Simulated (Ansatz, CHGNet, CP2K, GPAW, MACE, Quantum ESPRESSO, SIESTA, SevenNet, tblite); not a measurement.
# Which run comes nearest? C(110) slab, H on the bottom face, stepped (108 atoms)

The cell holds 108 atoms: 84 C and 24 H. Its edges and angles: a = 10.089 Å, b = 10.701 Å, c = 14.673 Å, α = 90.0°, β = 90.0°, γ = 90.0°. It derives from C (diamond-structure). Diamond-structure C (a = 3.567 Å), (110) slab of 4 atomic planes, 4 x 3 surface cells, H on the broken bonds of the bottom face, 10 Å of vacuum; the top repeat layer removed from part of the cell (two steps); displaced by a Gaussian of 0.02 Å. Then every atom was moved at random, 0.03 Å r.m.s. a Cartesian component (hydrogen 0.6 of that). Regions: slab, 84 atoms (84 C); hydrogen, 24 atoms (24 H). Vacuum lies along c.

Geometry: as built.

The reference, a calculation:

```
method                 : Kohn-Sham DFT, PBE, SSSP efficiency 1.3.0 pseudopotentials, plane waves (Quantum ESPRESSO 7.5); sssp-pbe-1.3.0-efficiency, cutoffs 45/360 Ry, Γ point
r.m.s. force component : 1.589 eV/Å
longest force          : 6.022 eV/Å
time                   : 2.8 min on 4 MPI ranks of Arm Neoverse V2, shared host
CPU time               : 11 min
```

Runs, in no order:
A. CP2K PBE, DZVP-UZH, 450/50 Ry, diagonalisation: Kohn-Sham DFT, PBE, GTH-PBE pseudopotentials, Gaussian and plane waves, DZVP-MOLOPT (UZH set), diagonalisation
B. MACE MPA-0 medium potential: machine-learned interatomic potential MACE MPA-0 medium, trained on PBE(+U) plane-wave data
C. SIESTA PBE, DZ, shift 0.01 Ry, mesh 300 Ry: Kohn-Sham DFT, PBE, PseudoDojo 0.4.1 norm-conserving pseudopotentials (converted to PSML), numerical atomic orbitals (DZ), diagonalisation
D. SIESTA PBE, DZP, shift 0.04 Ry, mesh 300 Ry: Kohn-Sham DFT, PBE, PseudoDojo 0.4.1 norm-conserving pseudopotentials (converted to PSML), numerical atomic orbitals (DZP), diagonalisation

Q: Order them from the smallest to the largest r.m.s. force difference.

A, D, C, B.

| run | Δ force, r.m.s. (meV/Å) | share of r.m.s. force (%) | CPU time |
| --- | --- | --- | --- |
| A. CP2K PBE, DZVP-UZH, 450/50 Ry, diagonalisation | 42.3 | 2.66 | 19 min |
| D. SIESTA PBE, DZP, shift 0.04 Ry, mesh 300 Ry | 154 | 9.67 | 2.9 min |
| C. SIESTA PBE, DZ, shift 0.01 Ry, mesh 300 Ry | 269 | 16.9 | 1.9 min |
| B. MACE MPA-0 medium potential | 547 | 34.4 | 9.3 s |

Machine-learned potentials mimic data converged in k, so the reference's own k-point error enters their differences. The runs have no spin polarisation, so any moments at edges, vacancies or dangling bonds can't form. The electronic-structure runs sample only Γ, in a cell whose shortest periodic width is 10 Å, which is coarse for a cell with partly filled levels.

[Logs are printed without paths, hosts, clocks, repeated set-up lines and the standing remarks that a program may print on its own settings, such as how far it seeks lower states.]

[Hosts, paths, dates, database ids (printed as entryN), source tags and the programs' standing remarks are cut or masked in the printed files.]
